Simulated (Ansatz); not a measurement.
## Work function of Ni(111): what the settings cost and change

Aim: the numerical settings behind the work function of Ni(111), with the cost of each.

Main program and level: Ansatz 0.2.0; plane-wave DFT, PBE, Ansatz PAW.

The experiments to compare with:

For Ni (clean (111) face, a compiled value), “Anisotropic work function of elemental crystals” (2019, arxiv:1902.07811) quotes earlier work: work function (clean (111) face, a compiled value) 5.36 eV.

This is a report of a sequence of runs, with most program output left out.

## (1) The structure

The cell holds 7 atoms: 7 Ni. Cell: a = 2.489 Å, b = 2.489 Å, c = 30.194 Å, α = 90.0°, β = 90.0°, γ = 60.0°. Vacuum lies along c.

## (2) Slab, setting cutoff 200 eV

A work function rests on the faint tail of the density, so the SCF threshold is tight. The cutoff is raised first; then mesh and smearing are varied at the default cutoff.

File input.yaml:

```yaml
crystal:
  lattice:
    - [2.4890158698, 0.0, 0.0]
    - [1.2445079349, 2.1555509736, 0.0]
    - [0.0, 0.0, 30.1936376853]
  atoms:
    - { symbol: Ni, position: [0.0, 0.0, 0.2980760415], spin: 0.7 }
    - { symbol: Ni, position: [0.3333333333, 0.3333333333, 0.3653840277], spin: 0.7 }
    - { symbol: Ni, position: [0.6666666667, 0.6666666667, 0.4326920138], spin: 0.7 }
    - { symbol: Ni, position: [0.0, 0.0, 0.5], spin: 0.7 }
    - { symbol: Ni, position: [0.3333333333, 0.3333333333, 0.5673079862], spin: 0.7 }
    - { symbol: Ni, position: [0.6666666667, 0.6666666667, 0.6346159723], spin: 0.7 }
    - { symbol: Ni, position: [0.0, 0.0, 0.7019239585], spin: 0.7 }
magnetization:
  spin_polarized: true
kpoints:
  mp_grid: { grid: [19, 19, 1] }
hamiltonian:
  xc: pbe
scf:
  occupations: { method: fermi_dirac, width: 0.1 }
  convergence: { dr2_threshold: 1.0e-09 }
efield:
  axis: 3
  dipole_correction: true
  ramp_position: 0.97
  ramp_width: 0.06
basis:
  ecutwfc: "200 eV"
output:
  write_potential: true
  write_density: true
  volumetric_format: npy
  elf: true
```

Started as:

```
$ ansatz run input.yaml --threads 4 --pin off --max-ram 6144MiB --backend cpu --events-out ev --progress --plain --runs-dir out
```

It took 61 s on 4 threads of Arm Neoverse N1, shared host; peak memory 0.65 GiB.

This step gave:

```
energy at zero smearing   : -40770.4379 eV
total moment              : 3.896 μB
site moments              : 0.5860, 0.5902, 0.5652, 0.5764, 0.5652, 0.5902, 0.5860 μB
work function, upper face : 5.950 eV
```

Running mean over 2.032 Å of the planar mean; the ramp of the sawtooth is left out. Electron's electrostatic potential energy less the Fermi level against z:

```tsv
z (Å)	electron's electrostatic potential energy less the Fermi level (eV)
3.5	5.79
4.0	5.72
4.5	5.64
5.0	5.55
5.5	5.43
6.0	5.28
6.5	5.02
7.0	4.41
7.5	2.33
8.0	-2.73
8.5	-7.45
9.0	-8.95
9.5	-9.04
10.0	-9.02
10.5	-9.04
11.0	-9.06
11.5	-9.07
12.0	-9.06
12.5	-9.06
13.0	-9.06
13.5	-9.06
14.0	-9.06
14.5	-9.06
15.0	-9.06
15.5	-9.06
16.0	-9.06
16.5	-9.06
17.0	-9.06
17.5	-9.06
18.0	-9.06
18.5	-9.06
19.0	-9.07
19.5	-9.05
20.0	-9.02
20.5	-9.03
21.0	-9.03
21.5	-8.37
22.0	-4.90
22.5	0.636
23.0	3.91
23.5	4.85
24.0	5.20
24.5	5.38
25.0	5.51
25.5	5.61
26.0	5.69
26.5	5.76
27.0	5.82
```

Site moment by atom:

```tsv
atom	site moment (μB)
Ni1	0.586
Ni2	0.590
Ni3	0.565
Ni4	0.576
Ni5	0.565
Ni6	0.590
Ni7	0.586
```

Spin density in the ca plane at fractional y = 0.000, with atoms of Ni within 0.2 Å of it.

Ten even steps from '0' (0.0 e/Å³) to '9' (1.7 e/Å³), each cell a mean:
```
00000000000004510000000000000155100000000000
00000000000001100000000000000011000000000000
00000000000000000000000000000000000000000000
00000000000000000000000000000000000000000000
00000000000000000000000000000000000000000000
00000000000000000000000000000000000000000000
00000000000002410000000000000033000000000000
00000000000016920000000000000188100000000000
```
Columns run along c (16.0 Å, from fractional 0.34 to 0.87 of the cell), rows up along a (2.5 Å). Atoms in or near the plane, at fractional coordinates: Ni at (0.50, 0.00), Ni at (0.70, 0.00).

Electrostatic potential energy in the ca plane at fractional y = 0.000, with atoms of Ni within 0.2 Å of it. With pseudopotentials it is smooth inside the atoms' cores, unlike the true potential.

Ten even steps from '0' (-50 eV) to '9' (11 eV), each cell a mean:
```
99999999999830027999999999998200279999999999
98889998889862258988899988898522589999999999
98668987678987789976689876789877899999999999
97557886568998899875588865689988999999999999
98668987568988889976689875789888899999999999
98778998789975468987889987898744799999999999
99999999999840027999999999998300389999999999
99999999999820016999999999997100179999999999
```
Columns run along c (16.0 Å, from fractional 0.34 to 0.87 of the cell; values clipped at the 3rd and 97th percentile), rows up along a (2.5 Å). Atoms in or near the plane, at fractional coordinates: Ni at (0.50, 0.00), Ni at (0.70, 0.00).

Valence density in the ca plane at fractional y = 0.000, with atoms of Ni within 0.2 Å of it. It is the smooth field of the valence electrons, not physical close to the nuclei.

Ten steps, logarithmic in the rise over the least value, from '0' (0 e/Å³) to '9' (44 e/Å³), each cell a mean:
```
10100000000148862001000000001588510000000000
01111001110125531011110011101355300000000000
11221111221011210112210122110111100000000000
11331112321000100123311123210000000000000000
11221112221011110112210123210111100000000000
01111001111123421011110111101233200000000000
10110000110147852011100011101477510000000000
11000000001159962110000000012699610000000000
```
Columns run along c (16.0 Å, from fractional 0.34 to 0.87 of the cell), rows up along a (2.5 Å). Atoms in or near the plane, at fractional coordinates: Ni at (0.50, 0.00), Ni at (0.70, 0.00).

The work function is 5.950 eV. The program marks this work function as in doubt.

## (3) Slab

Edit input.yaml of step 2 so:

```diff
@@ -28,3 +28,3 @@
 basis:
-  ecutwfc: "200 eV"
+  ecutwfc: "300 eV"
 output:
@@ -33,2 +33 @@
   volumetric_format: npy
-  elf: true
```

Run time: 1.7 min. Hardware: 4 threads; peak memory 0.91 GiB; 6.1 min of CPU time.

The work function is 5.068 eV, -0.882 eV from the run “cutoff 200 eV”, at 1.7 times its CPU time.

## (4) Run

Edit input.yaml of step 3 so:

```diff
@@ -28,3 +28,3 @@
 basis:
-  ecutwfc: "300 eV"
+  ecutwfc: "420 eV"
 output:
```

The job ended after 2.2 min (4 threads; peak memory 1.3 GiB).

The work function is 5.066 eV, -0.884 eV from the run “cutoff 200 eV”, at 2.3 times its CPU time.

## (5) Run

Edit input.yaml of step 4 so:

```diff
@@ -28,3 +28,3 @@
 basis:
-  ecutwfc: "420 eV"
+  ecutwfc: "600 eV"
 output:
```

The job ended after 4.2 min (4 threads; peak memory 2 GiB; 15 min of CPU time).

The work function is 5.065 eV, -0.001 eV from the run “cutoff 420 eV”, at 1.8 times its CPU time.

## (6) Run

Edit input.yaml of step 5 so:

```diff
@@ -16,3 +16,3 @@
 kpoints:
-  mp_grid: { grid: [19, 19, 1] }
+  mp_grid: { grid: [3, 3, 1] }
 hamiltonian:
@@ -27,4 +27,2 @@
   ramp_width: 0.06
-basis:
-  ecutwfc: "600 eV"
 output:
```

The job ended after 18 s (4 threads; peak memory 0.55 GiB).

The work function is 5.191 eV, +0.125 eV from the run “cutoff 420 eV”, at 0.083 times its CPU time.

## (7) Run

Edit input.yaml of step 6 so:

```diff
@@ -16,3 +16,3 @@
 kpoints:
-  mp_grid: { grid: [3, 3, 1] }
+  mp_grid: { grid: [6, 6, 1] }
 hamiltonian:
```

Elapsed: 29 s, on 4 threads; peak memory 0.62 GiB.

The work function is 5.109 eV, +0.043 eV from the run “cutoff 420 eV”, at 0.16 times its CPU time.

## (8) Slab

Edit input.yaml of step 7 so:

```diff
@@ -16,3 +16,3 @@
 kpoints:
-  mp_grid: { grid: [6, 6, 1] }
+  mp_grid: { grid: [13, 13, 1] }
 hamiltonian:
```

It took 80 s on 4 threads; peak memory 0.93 GiB.

The work function is 5.061 eV, -0.005 eV from the run “cutoff 420 eV”, at 0.55 times its CPU time.

## (9) Run

Edit input.yaml of step 8 so:

```diff
@@ -16,3 +16,3 @@
 kpoints:
-  mp_grid: { grid: [13, 13, 1] }
+  mp_grid: { grid: [28, 28, 1] }
 hamiltonian:
```

Run time: 5.1 min. Hardware: 4 threads; peak memory 2.1 GiB.

The work function is 5.067 eV, +0.001 eV from the run “cutoff 420 eV”, at 2.0 times its CPU time.

## (10) Run

Edit input.yaml of step 9 so:

```diff
@@ -16,3 +16,3 @@
 kpoints:
-  mp_grid: { grid: [28, 28, 1] }
+  mp_grid: { grid: [19, 19, 1] }
 hamiltonian:
@@ -20,3 +20,3 @@
 scf:
-  occupations: { method: fermi_dirac, width: 0.1 }
+  occupations: { method: gaussian, width: 0.05 }
   convergence: { dr2_threshold: 1.0e-09 }
```

Elapsed: 2.4 min, on 4 threads; peak memory 1.3 GiB.

The work function is 5.042 eV, -0.024 eV from the run “cutoff 420 eV”, at 1.0 times its CPU time.

## (11) Slab

Edit input.yaml of step 10 so:

```diff
@@ -20,3 +20,3 @@
 scf:
-  occupations: { method: gaussian, width: 0.05 }
+  occupations: { method: methfessel_paxton, width: 0.2 }
   convergence: { dr2_threshold: 1.0e-09 }
```

Elapsed: 2.8 min, on 4 threads; peak memory 1.3 GiB; 11 min of CPU time.

The work function is 5.055 eV, -0.012 eV from the run “cutoff 420 eV”, at 1.3 times its CPU time.

## (12) Slab

Edit input.yaml of step 11 so:

```diff
@@ -20,3 +20,3 @@
 scf:
-  occupations: { method: methfessel_paxton, width: 0.2 }
+  occupations: { method: fermi_dirac, width: 0.3 }
   convergence: { dr2_threshold: 1.0e-09 }
```

The job ended after 8 min (4 threads; peak memory 1.4 GiB; 30 min of CPU time).

The work function is 5.087 eV, +0.021 eV from the run “cutoff 420 eV”, at 3.6 times its CPU time.

## (13) Run

Edit input.yaml of step 12 so:

```diff
@@ -20,3 +20,3 @@
 scf:
-  occupations: { method: fermi_dirac, width: 0.3 }
+  occupations: { method: cold, width: 0.1 }
   convergence: { dr2_threshold: 1.0e-09 }
```

The job ended after 2.7 min (4 threads; peak memory 1.3 GiB; 10 min of CPU time).

The work function is 5.043 eV, -0.023 eV from the run “cutoff 420 eV”, at 1.2 times its CPU time.

## (14) Side by side

Times are for 4 threads of Arm Neoverse N1, shared host. Results by setting:

```tsv
no.	setting	work function, upper face (eV)	time	memory (GiB)
1	cutoff 200 eV	5.950	61 s	0.65
2	cutoff 300 eV	5.068	1.7 min	0.91
3	cutoff 420 eV	5.066	2.2 min	1.3
4	cutoff 600 eV	5.065	4.2 min	2.0
5	mesh 3x3	5.191	18 s	0.55
6	mesh 6x6	5.109	29 s	0.62
7	mesh 13x13	5.061	80 s	0.93
8	mesh 28x28	5.067	5.1 min	2.1
9	Gaussian smearing 0.05 eV	5.042	2.4 min	1.3
10	methfessel_paxton smearing 0.2 eV	5.055	2.8 min	1.3
11	fermi_dirac smearing 0.3 eV	5.087	8 min	1.4
12	cold smearing 0.1 eV	5.043	2.7 min	1.3
```

## (15) A changed input

An input spoilt on purpose, to show how the run answers: it repeats the earlier run “cutoff 200 eV” with crystal.lattice to [[4.70355825, 0.0, 0.0], [2.35177913, 4.07340093, 0.0], [0.0, 0.0, 57.05770519]], and scf.max_iter set to 80; its output block differs too.

The cell differs from the one that the last finished run ended in (a 2.489 → 4.704 Å, b 2.489 → 4.704 Å, c 30.194 → 57.058 Å).

Edit input.yaml of step 13 so:

```diff
@@ -2,5 +2,5 @@
   lattice:
-    - [2.4890158698, 0.0, 0.0]
-    - [1.2445079349, 2.1555509736, 0.0]
-    - [0.0, 0.0, 30.1936376853]
+    - [4.70355825, 0.0, 0.0]
+    - [2.35177913, 4.07340093, 0.0]
+    - [0.0, 0.0, 57.05770519]
   atoms:
@@ -20,4 +20,5 @@
 scf:
-  occupations: { method: cold, width: 0.1 }
+  occupations: { method: fermi_dirac, width: 0.1 }
   convergence: { dr2_threshold: 1.0e-09 }
+  max_iter: 80
 efield:
@@ -27,2 +28,4 @@
   ramp_width: 0.06
+basis:
+  ecutwfc: "200 eV"
 output:
```

Wall time 10 min (4 threads); peak memory 3.1 GiB.

Residual by cycle:

cycle, log10 residual and a bar from the least value:
```
        1        1.0 ##############################
        5        1.0 ##############################
        9        0.2 ##########################
       14       -2.5 ############
       18       -3.2 #########
       22       -3.1 #########
       26       -2.9 ##########
       30       -4.5 ##
       34       -4.9 
       39       -1.2 ###################
       43       -3.9 #####
       47       -4.4 ###
```

The run was cut off at its time limit.

After 47 cycles the residual stands at 3.8e-5.

The fault put into the input: a lattice typed in bohr.

## (16) What came out

```yaml
work_function_cutoff_200_ev: 5.950 eV
work_function_cutoff_420_ev: 5.066 eV
work_function_cutoff_600_ev: 5.065 eV
work_function_gaussian_smearing_0p05_ev: 5.042 eV
```

**Reading.** The run at the highest cutoff gives 5.07 eV, and the settings tried spread the value from 5.04 to 5.95 eV. Against 600 eV, a cutoff of 200 eV is off by +0.885 eV. Against 600 eV, a cutoff of 420 eV is off by +0.001 eV. Against the finest mesh, 28 points along a, the coarser ones are off by +0.12 (3), +0.04 (6) and -0.01 (13) eV. The smearing schemes and widths spread it over 0.04 eV. In the run “fermi_dirac smearing 0.3 eV” the moment is gone, so that value belongs to another state. The program marks the value as in doubt in “cutoff 200 eV”. The ladder's slabs use the tabulated experimental lattice constant (two decimals; a low-temperature value for the alkali metals). The magnetic order is the one reached from the typed start; other orders were not compared. In 1 run of the series (cutoff 200 eV) the program warns that electrons reach the sawtooth's ramp, which makes dipole and work function less sure.

Calculation against experiment:

| quantity | measured | cutoff 600 eV |
| --- | --- | --- |
| work function (clean (111) face, a compiled value) (eV) | 5.36 | 5.07 (-0.29 eV) |

Measured values from arxiv:1902.07811 (2019).

**Verdict.** The work function is off by -0.29 eV: fair agreement. The grades are ours: good and fair within 3 and 7 % for the work function. No cell relaxation is part of this session.

[Logs are printed without paths, hosts, clocks, repeated set-up lines and the standing remarks that a program may print on its own settings, such as how far it seeks lower states.]

[Hosts, paths, dates, database ids (printed as entryN), source tags and the programs' standing remarks are cut or masked in the printed files.]

[Maps of the electrostatic potential energy from Ansatz leave out the sawtooth potential of an applied field or a dipole correction, so their vacuum need not be flat; planar profiles and work functions include it.]
